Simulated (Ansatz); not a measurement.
# BiAs (model cell, started as layered BN type): relaxing the cell for a phonon run

Wanted: the relaxed cell of BiAs (model cell, started as layered BN type).

Program: Ansatz 0.2.0. Level of theory: DFT PBEsol, scalar-relativistic, plane waves, PAW. Results are calculated unless marked as measured.

The structure was built from a prototype and need not be the compound's stable phase.

**1. Set-up**

Symmetry: P6_3/mmc, No. 194, hexagonal system. The conventional cell has a = 4.908 Å, b = 4.908 Å, c = 7.084 Å, α = 90.00°, β = 90.00°, γ = 120.00°. Bi has 3 As at 2.83 Å nearest. Nearest to As lie 3 Bi at 2.83 Å. Farther neighbours are not listed.

**2. A coarse first look**

A quick single point on a coarse mesh tells whether the cell has a gap and how far it is from rest, which sets the k mesh and smearing that follow.

Contents of input.yaml:

```yaml
crystal:
  lattice:
    - [4.90794, 0.0, 0.0]
    - [-2.45397, 4.2504, 0.0]
    - [0.0, 0.0, 7.084]
  atoms:
    - { symbol: Bi, position: [0.333333, 0.666667, 0.25] }
    - { symbol: Bi, position: [0.666667, 0.333333, 0.75] }
    - { symbol: As, position: [0.666667, 0.333333, 0.25] }
    - { symbol: As, position: [0.333333, 0.666667, 0.75] }
kpoints:
  mp_grid: { grid: [6, 6, 4] }
hamiltonian:
  xc: pbesol
scf:
  occupations: { method: gaussian, width: 0.1 }
output:
  forces: true
  stress: true
  eigenvalues: true
```

Started as:

```
$ ansatz run input.yaml --threads 4 --pin off --max-ram 7168MiB --backend cpu --events-out ev --progress --plain --runs-dir out
```

Numbers of over 12 decimals in the logs are rounded to 6 here.

Log:

```text
[...]
k-point 0: bands = [... 26 lower, 3.6177, 4.4277, 4.4277, 6.3706, 7.5429, 7.6420, 7.6420, 8.7312, ... 2 higher]
  k-point 1: bands = [... 26 lower, 3.7207, 4.2902, 4.2902, 5.8548, 7.2868, 7.7632, 7.7632, 8.5194, ... 2 higher]
  k-point 2: bands = [... 26 lower, 3.9886, 3.9886, 4.0782, 4.0782, 8.0993, 8.0993, 8.0993, 8.0993, ... 2 higher]
  k-point 20: bands = [... 26 lower, 5.6285, 5.6285, 5.9947, 5.9947, 7.1100, 7.1100, 7.9352, 7.9352, ... 2 higher]
[key lines of the parts left out:]
SCF converged after 6 iterations
Free energy (F): -34108.595993 eV
Fermi energy:    6.488878 eV
P = ⅓ Tr σ = -2.6782 GPa (-26.782 kbar)
```

Elapsed: 1.4 s, on 4 threads of Arm Neoverse V2, shared host; peak memory 0.49 GiB; 5 s of CPU time.

This step gave:

```yaml
pressure: -2.678 GPa
volume_per_atom: 36.94 Å³
gap_on_the_k_mesh: 0 eV
```

The coarse mesh shows no gap and a pressure of -2.7 GPa.

**3. Relaxation, k-mesh 12×12×6**

Harmonic phonons are second derivatives at a point where the forces vanish, and they are wanted at zero stress, so atoms and cell are relaxed first.

Edit input.yaml of step 2 so:

```diff
@@ -11,3 +11,3 @@
 kpoints:
-  mp_grid: { grid: [6, 6, 4] }
+  mp_grid: { grid: [12, 12, 6] }
 hamiltonian:
@@ -20 +20,10 @@
   eigenvalues: true
+  write_density: true
+  write_potential: true
+  elf: true
+  volumetric_format: npy
+relax:
+  adjacent_minimum: "off"
+  f_tol: 0.005
+  max_steps: 80
+  cell: { stress_tol: 0.05 }
```

Log:

```text
[...]
Crystal: 4 atoms, lattice volume = 147.777 Å³
Basis set: ecut = 420 eV, 2921 PW (Γ), exchange–correlation on 72×72×96 points (8 copies of the dense FFT grid, shifted against one another)
Bands: 36, of which v1, the nominal top of the filled ones, is band 30 counted from 1 (29 counted from 0)
Symmetry: 24 space group operations
[...]
k-points: 76 of 864
[...]
SCF iter   1: F=—  HF=-34108.591682 eV  |F-HF|=—  |Δ(HF+E_count)|=         —  Δρ=2.32e-3  dr2=8.86e-3  ethr=1.77e-3  ⟨swp⟩=6.3  Hψ=11204  notcnv=0
[...]
SCF iter   6: F=-34108.590551 eV  HF=-34108.590551 eV  |F-HF|=4.88e-9  |Δ(HF+E_count)|=   1.07e-7  Δρ=3.75e-6  dr2=1.37e-8  ethr=1.67e-10  ⟨swp⟩=13.4  Hψ=21978  notcnv=0
SCF 1 converged in 6 iterations: F = -34108.590551 eV  dr2 = 1.37e-8
[...]
relax step   1: F+E_penalty+E_count = -34108.59055112 eV  Δ(F+E_penalty+E_count) = +0.000e0 eV  max|allowed force component| = 2.035e-16 eV/Å  Δτ_max = 0.0000 Å  P = -2.875 GPa  Ω = 147.777 Å³  (6 SCF iters, dr2 threshold 1.00e-7 eV, accepted)
Crystal: 4 atoms, lattice volume = 140.348 Å³
Basis set: ecut = 420 eV, 2705 PW (Γ), exchange–correlation on 72×72×96 points (8 copies of the dense FFT grid, shifted against one another)
[...]
iter 1 solved again at ethr=4.49e-6 eV; its pass at ethr=3.10e-3 eV (dr2=2.69e-3 eV) is discarded
[...]
SCF iter   5: F=-34108.962217 eV  HF=-34108.962217 eV  |F-HF|=2.29e-8  |Δ(HF+E_count)|=   1.29e-6  Δρ=6.65e-6  dr2=4.42e-8  ethr=6.67e-10  ⟨swp⟩=11.9  Hψ=27599  notcnv=0
SCF 2 converged in 5 iterations: F = -34108.962217 eV  dr2 = 4.42e-8
relax step   2: F+E_penalty+E_count = -34108.96221683 eV  Δ(F+E_penalty+E_count) = -3.717e-1 eV  max|allowed force component| = 1.187e-15 eV/Å  Δτ_max = 0.0000 Å  P = -2.128 GPa  Ω = 140.348 Å³  energy of the carried Pulay correction = +9.007e-4 eV  (5 SCF iters, dr2 threshold 4.00e-7 eV, accepted)
Crystal: 4 atoms, lattice volume = 135.245 Å³
Basis set: ecut = 420 eV, 2667 PW (Γ), exchange–correlation on 72×72×96 points (8 copies of the dense FFT grid, shifted against one another)
[...]
SCF iter   5: F=-34109.281267 eV  HF=-34109.281268 eV  |F-HF|=3.37e-7  |Δ(HF+E_count)|=   2.77e-6  Δρ=1.62e-5  dr2=3.89e-7  ethr=6.67e-10  ⟨swp⟩=10.0  Hψ=25001  notcnv=0
SCF 3 converged in 5 iterations: F = -34109.281267 eV  dr2 = 3.89e-7
relax step   3: F+E_penalty+E_count = -34109.28126720 eV  Δ(F+E_penalty+E_count) = -3.191e-1 eV  max|allowed force component| = 5.921e-16 eV/Å  Δτ_max = 0.0000 Å  P = -1.511 GPa  Ω = 135.245 Å³  energy of the carried Pulay correction = +1.541e-3 eV  (5 SCF iters, dr2 threshold 4.00e-7 eV, accepted)
[...]
relax step   4: F+E_penalty+E_count = -34109.42629789 eV  Δ(F+E_penalty+E_count) = -1.450e-1 eV  max|allowed force component| = 1.503e-16 eV/Å  Δτ_max = 0.0000 Å  P = +0.341 GPa  Ω = 129.173 Å³  energy of the carried Pulay correction = +2.338e-3 eV  (5 SCF iters, dr2 threshold 4.00e-7 eV, accepted)
[...]
relax step   5: F+E_penalty+E_count = -34109.42790716 eV  Δ(F+E_penalty+E_count) = -1.609e-3 eV  max|allowed force component| = 4.441e-16 eV/Å  Δτ_max = 0.0000 Å  P = +0.041 GPa  Ω = 129.897 Å³  energy of the carried Pulay correction = +2.238e-3 eV  (4 SCF iters, dr2 threshold 4.00e-7 eV, accepted)
[...]
relax step   6: F+E_penalty+E_count = -34109.42792755 eV  Δ(F+E_penalty+E_count) = -2.038e-5 eV  max|allowed force component| = 1.039e-15 eV/Å  Δτ_max = 0.0000 Å  P = +0.003 GPa  Ω = 129.989 Å³  energy of the carried Pulay correction = +2.225e-3 eV  (4 SCF iters, dr2 threshold 1.28e-8 eV, accepted)
Basis set: ecut = 420 eV, 2559 PW (Γ), exchange–correlation on 72×72×90 points (8 copies of the dense FFT grid, shifted against one another)
[...]
SCF iter   6: F=-34109.426492 eV  HF=-34109.426492 eV  |F-HF|=1.46e-11  |Δ(HF+E_count)|=   1.00e-9  Δρ=5.48e-8  dr2=9.46e-12  ethr=1.00e-12  ⟨swp⟩=6.9  Hψ=13447  notcnv=0
SCF 7 converged in 6 iterations: F = -34109.426492 eV  dr2 = 9.46e-12
relax step   7: F+E_penalty+E_count = -34109.42649205 eV  Δ(F+E_penalty+E_count) = +1.435e-3 eV  max|allowed force component| = 1.071e-15 eV/Å  Δτ_max = 0.0000 Å  P = -0.003 GPa  Ω = 129.989 Å³  stress off target by 8.43e-3 GPa  SCF on the basis re-selected at this cell (its energy is not comparable with the rows above)  (6 SCF iters)
basis re-selected at this cell: Δ(F+E_penalty+E_count) = +1.435e-3 eV, ΔP = -0.006 GPa vs the last step (what re-selecting the basis moved, of the pressure what is left beyond the Pulay correction that the steps carried, after the strain that the cell walked since its last selection, with what the two solves' SCF thresholds leave and, on support functions, any second-order correction that the steps lacked; it is no measure of the basis error at this ecutwfc). The dense FFT grid was sized anew with the basis: this SCF ran on 36×36×45 points, the steps before it on 36×36×48, so part of this shift can come from that change (see relax.cell in the input reference). [rest of the remark cut]
SCF converged after 6 iterations
Free energy (F): -34109.426492 eV
[...]
Internal energy: -34109.418807 eV  (E = F + TS)
E sigma→0 (E₀):  -34109.422650 eV
Entropy (-TS):   -0.007685 eV (-1.921 meV/atom)
Fermi energy:    8.342199 eV
[...]
--- Stress (GPa, compression-positive) ---
       -0.000480       0.000000      -0.000000
       -0.000000      -0.000480      -0.000000
       -0.000000      -0.000000      -0.008435
  P = ⅓ Tr σ = -0.0031 GPa (-0.031 kbar)
--- Band table (eV; the first three rows and the last of 76) ---
  k-point 0: bands = [... 26 lower, 4.5928, 6.5040, 6.5040, 6.5387, 8.5167, 8.5167, 10.7715, 10.7715, ... 2 higher]
  k-point 1: bands = [... 26 lower, 4.6903, 6.3291, 6.3291, 7.0697, 8.6045, 8.6045, 10.5074, 10.5074, ... 2 higher]
  k-point 2: bands = [... 26 lower, 4.9719, 5.8998, 5.8998, 8.0498, 8.8829, 8.8829, 8.8925, 9.9353, ... 2 higher]
  k-point 75: bands = [... 26 lower, 7.5392, 7.5392, 8.1721, 8.1721, 8.4537, 8.4537, 9.0232, 9.0232, ... 2 higher]
--- Relaxed structure (6 steps of the walk, 6 accepted, 1 SCFs on fresh bases) ---
  F+E_penalty+E_count = -34109.42649205 eV   max|allowed force component| = 1.071e-15 eV/Å   (the final SCF, on the basis selected at the relaxed cell)
  cell:  # Å, volume = 129.9891 Å³
    - [4.985313, 0.0, 0.0]
    - [-2.492657, 4.317408, 0.0]
    - [0.0, 0.0, 6.039365]
  atoms:
    - { symbol: Bi, position: [0.333333, 0.666667, 0.250000] }
    - { symbol: Bi, position: [0.666667, 0.333333, 0.75] }
    - { symbol: As, position: [0.666667, 0.333333, 0.250000] }
    - { symbol: As, position: [0.333333, 0.666667, 0.75] }
```

Wall time 38 s (4 threads); peak memory 0.69 GiB; 2.4 min of CPU time.

Step by step:

```
step  energy less that of the first step (eV)  largest force component (eV/Å)  pressure (GPa)  volume (Å³)
   1                                   0.0000                          0.0000           -2.88       147.78
   2                                  -0.3717                          0.0000           -2.13       140.35
   3                                  -0.6907                          0.0000           -1.51       135.25
   4                                  -0.8357                          0.0000            0.34       129.17
   5                                  -0.8374                          0.0000            0.04       129.90
   6                                  -0.8374                          0.0000            0.00       129.99
  7*                                  -0.8359                          0.0000            0.00       129.99
```

Relaxation steps marked * repeat the geometry before them on a plane-wave basis chosen anew for their cell, so energy and pressure can jump there.

Forces are held to the 24 operations that the run works with; a distortion that breaks them can't arise in this run.

```
     cell as run  before  after   change
           a (Å)   4.908  4.985   +1.6 %
           b (Å)   4.908  4.985   +1.6 %
           c (Å)   7.084  6.039  -14.7 %
volume (Å³/atom)   36.94  32.50  -12.0 %
```

The relaxed structure:

```xyz
4
Lattice="4.9853 0.0000 0.0000 -2.4927 4.3174 0.0000 0.0000 0.0000 6.0394" Properties=species:S:1:pos:R:3 pbc="T T T"
Bi    0.0000    2.8783    1.5098
Bi    2.4927    1.4391    4.5295
As    2.4927    1.4391    1.5098
As    0.0000    2.8783    4.5295
```

This step gave:

```yaml
pressure: -0.003131 GPa
volume_per_atom: 32.50 Å³
```

ELF in the ac plane at fractional y = 0.333, with atoms of Bi and As within 0.2 Å of it. It is the smooth field of the valence electrons, not physical close to the nuclei.

Ten even steps from '0' (0.07) to '9' (0.66), each cell a mean:
```
00100023455420
23332245666542
35654456313554
46765455121454
46764455211554
34543345545653
11221134555431
00000013555420
00000136888641
11221369999974
33433589757996
44444699433897
34443699534897
22332489989985
01110258999852
00000014676420
```
Columns run along a (5.0 Å), rows up along c (6.0 Å). Atoms in or near the plane, at fractional coordinates: Bi at (0.67, 0.75), As at (0.67, 0.25).

Electrostatic potential energy in the ac plane at fractional y = 0.333, with atoms of Bi and As within 0.2 Å of it. With pseudopotentials it is smooth inside the atoms' cores, unlike the true potential.

Values in eV, 16 rows by 14 columns, each cell a mean:
```
 11  11  11  11  11  11   9   7   4   2   3   6   9  11
 11  11  11  11  11  10   6  -2 -15 -24 -18  -4   5   9
 10  10  10  10  10   8   1 -20 -54 -68 -60 -28  -2   7
 10  10  10  10  10   7  -3 -36 -70 -71 -71 -46  -8   6
 10  10  10  10  10   7  -2 -30 -66 -71 -69 -39  -5   6
 10  11  11  11  11   9   4 -10 -33 -48 -38 -14   2   8
 11  11  11  11  11  10   8   4  -3  -7  -4   2   7  10
 11  11  11  11  11  11  10   9   7   6   7   8  10  11
 11  11  11  11  11  11  10   9   7   5   6   9  10  11
 10  10  10  10  10  10   9   4  -4  -6  -5   2   8  10
 10   9   8   8   9   9   5  -5  -4   5  -2  -7   3   9
  9   8   7   8   9   9   3  -7   7  12   9  -6   0   8
  9   8   8   8   9   9   4  -7   3  10   7  -7   1   9
 10   9   9   9  10  10   7  -1  -8  -6  -8  -4   6  10
 11  11  10  10  11  11  10   8   3   0   2   7  10  11
 11  11  11  11  11  11  11  10   8   7   8   9  10  11
```
Columns run along a (5.0 Å; values clipped at the 3rd and 97th percentile), rows up along c (6.0 Å). Atoms in or near the plane, at fractional coordinates: Bi at (0.67, 0.75), As at (0.67, 0.25).

Valence density in the ac plane at fractional y = 0.333, with atoms of Bi and As within 0.2 Å of it. It is the smooth field of the valence electrons, not physical close to the nuclei.

Ten steps, logarithmic in the rise over the least value, from '0' (0 e/Å³) to '9' (25 e/Å³), each cell a mean:
```
00000000111100
00000012343210
00000013566420
00000124676521
00000024676521
00000012454310
00000001222100
00000000111000
00000000111100
00000001232110
00000013576310
00000014898521
00000013797411
00000012354210
00000001121100
00000000111000
```
Columns run along a (5.0 Å), rows up along c (6.0 Å). Atoms in or near the plane, at fractional coordinates: Bi at (0.67, 0.75), As at (0.67, 0.25).

In this step the volume went from 36.94 to 32.50 Å³/atom.

**4. Bringing the structure to rest, k-mesh 12×12×8**

The relaxation is repeated from its end, on the mesh and smearing that suit the cell and gap now reached.

input.yaml, the sections that differ from step 3:

```yaml
crystal:
  lattice:
    - [4.9853134204, 0.0, 0.0]
    - [-2.4926567102, 4.3174080679, 0.0]
    - [0.0, 0.0, 6.0393646641]
  atoms:
    - { symbol: Bi, position: [0.3333333333, 0.6666666667, 0.25] }
    - { symbol: Bi, position: [0.6666666667, 0.3333333333, 0.75] }
    - { symbol: As, position: [0.6666666667, 0.3333333333, 0.25] }
    - { symbol: As, position: [0.3333333333, 0.6666666667, 0.75] }
kpoints:
  mp_grid: { grid: [12, 12, 8] }
output:
  forces: true
  stress: true
  eigenvalues: true
# hamiltonian, scf, relax: as in step 3
```

Log:

```text
[...]
Crystal: 4 atoms, lattice volume = 129.989 Å³
Basis set: ecut = 420 eV, 2559 PW (Γ), exchange–correlation on 72×72×90 points (8 copies of the dense FFT grid, shifted against one another)
Bands: 36, of which v1, the nominal top of the filled ones, is band 30 counted from 1 (29 counted from 0)
Symmetry: 24 space group operations
[...]
k-points: 95 of 1152
[...]
--- Relaxed structure (3 steps of the walk, 3 accepted, 1 SCFs on fresh bases) ---
[...]
cell:  # Å, volume = 130.0037 Å³
    - [4.981435, 0, 0]
    - [-2.490717, 4.314049, 0]
    - [0, 0, 6.049455]
  atoms:
    - { symbol: Bi, position: [0.333333, 0.666667, 0.25] }
    - { symbol: Bi, position: [0.666667, 0.333333, 0.750000] }
    - { symbol: As, position: [0.666667, 0.333333, 0.25] }
    - { symbol: As, position: [0.333333, 0.666667, 0.750000] }
[key lines of the parts left out:]
SCF converged after 4 iterations
Free energy (F): -34109.412480 eV
Fermi energy:    8.350969 eV
P = ⅓ Tr σ = -0.0013 GPa (-0.013 kbar)
```

The job ended after 19 s (4 threads; peak memory 0.68 GiB).

The steps of the relaxation:

```
step  energy less that of the first step (eV)  largest force component (eV/Å)  pressure (GPa)  volume (Å³)
   1                                   0.0000                          0.0000            0.00       129.99
   2                                  -0.0002                          0.0000            0.00       129.99
   3                                  -0.0002                          0.0000            0.00       130.00
  4*                                  -0.0002                          0.0000            0.00       130.00
```

Relaxation steps marked * repeat the geometry before them on a plane-wave basis chosen anew for their cell, so energy and pressure can jump there.

Forces are held to the 24 operations that the run works with; a distortion that breaks them can't arise in this run.

```
conventional cell, symmetrised  before  after  change
                         a (Å)   4.985  4.981  -0.1 %
                         b (Å)   4.985  4.981  -0.1 %
                         c (Å)   6.039  6.049  +0.2 %
              volume (Å³/atom)   32.50  32.50  +0.0 %
```

Final coordinates:

```xyz
4
Lattice="4.9814 0.0000 0.0000 -2.4907 4.3140 0.0000 0.0000 0.0000 6.0495" Properties=species:S:1:pos:R:3 pbc="T T T"
Bi    0.0000    2.8760    1.5124
Bi    2.4907    1.4380    4.5371
As    2.4907    1.4380    1.5124
As    0.0000    2.8760    4.5371
```

Numbers from this step:

```
pressure : -0.001302 GPa
```

In this step the volume went from 32.50 to 32.50 Å³/atom.

**5. Relaxing to small forces for the phonons**

Phonons need a cell at rest on their own settings, so the relaxation is repeated with tight tolerances on forces and stress on the k mesh and occupations of the first response run.

Contents of input.yaml:

```yaml
crystal:
  lattice:
    - [4.981434971, 0.0, 0.0]
    - [-2.4907174855, 4.3140492322, 0.0]
    - [0.0, 0.0, 6.0494552222]
  atoms:
    - { symbol: Bi, position: [0.3333333333, 0.6666666667, 0.25] }
    - { symbol: Bi, position: [0.6666666667, 0.3333333333, 0.75] }
    - { symbol: As, position: [0.6666666667, 0.3333333333, 0.25] }
    - { symbol: As, position: [0.3333333333, 0.6666666667, 0.75] }
kpoints:
  mp_grid: { grid: [12, 12, 8] }
hamiltonian:
  xc: pbesol
scf:
  occupations: { method: methfessel_paxton, width: 0.2 }
output:
  forces: true
  stress: true
  eigenvalues: true
relax:
  adjacent_minimum: "off"
  f_tol: 0.001
  max_steps: 60
  cell: { stress_tol: 0.01 }
```

Log:

```text
[...]
Crystal: 4 atoms, lattice volume = 130.004 Å³
Basis set: ecut = 420 eV, 2559 PW (Γ), exchange–correlation on 72×72×90 points (8 copies of the dense FFT grid, shifted against one another)
Bands: 36, of which v1, the nominal top of the filled ones, is band 30 counted from 1 (29 counted from 0)
Symmetry: 24 space group operations
[...]
k-points: 95 of 1152
[...]
--- Relaxed structure (3 steps of the walk, 3 accepted, 1 SCFs on fresh bases) ---
[...]
cell:  # Å, volume = 129.9715 Å³
    - [4.982084, 0.0, 0.0]
    - [-2.491042, 4.314612, 0.0]
    - [0.0, 0.0, 6.046376]
  atoms:
    - { symbol: Bi, position: [0.333333, 0.666667, 0.25] }
    - { symbol: Bi, position: [0.666667, 0.333333, 0.750000] }
    - { symbol: As, position: [0.666667, 0.333333, 0.25] }
    - { symbol: As, position: [0.333333, 0.666667, 0.750000] }
[key lines of the parts left out:]
SCF converged after 5 iterations
Free energy (F): -34109.408118 eV
Fermi energy:    8.359431 eV
P = ⅓ Tr σ = -0.0011 GPa (-0.011 kbar)
```

Elapsed: 20 s, on 4 threads; peak memory 0.68 GiB.

Little changed from the start: no atom moved by 0.005 Å and no cell edge by 0.1 %.

This step gave:

| Property | Result |
| --- | --- |
| pressure | -0.001133 GPa |
| volume per atom | 32.49 Å³ |

The forces vanish by symmetry and the pressure is -0.001 GPa, within the tolerances set. The cell now holds 32.49 Å³/atom.

**6. Results**

```yaml
space_group_after_relaxation_within_0p01_a: P6_3/mmc
lattice_constant_a: 4.982 Å
lattice_constant_b: 4.982 Å
lattice_constant_c: 6.046 Å
volume_per_atom: 32.5 Å³
```

**Reading.** The forces vanish by symmetry and the pressure is -0.001 GPa, within the tolerances set. The cell now holds 32.49 Å³/atom. The relaxation keeps the symmetry of its start, so it says nothing on stability against lower symmetry. Spin-orbit coupling is left out, which can matter for the heavy elements here. The starting cell was built on a prototype and not taken from a measurement, so the phase need not exist.

[Logs are printed without paths, hosts, clocks, repeated set-up lines and the standing remarks that a program may print on its own settings, such as how far it seeks lower states.]

[Hosts, paths, dates, database ids (printed as entryN), source tags and the programs' standing remarks are cut or masked in the printed files.]
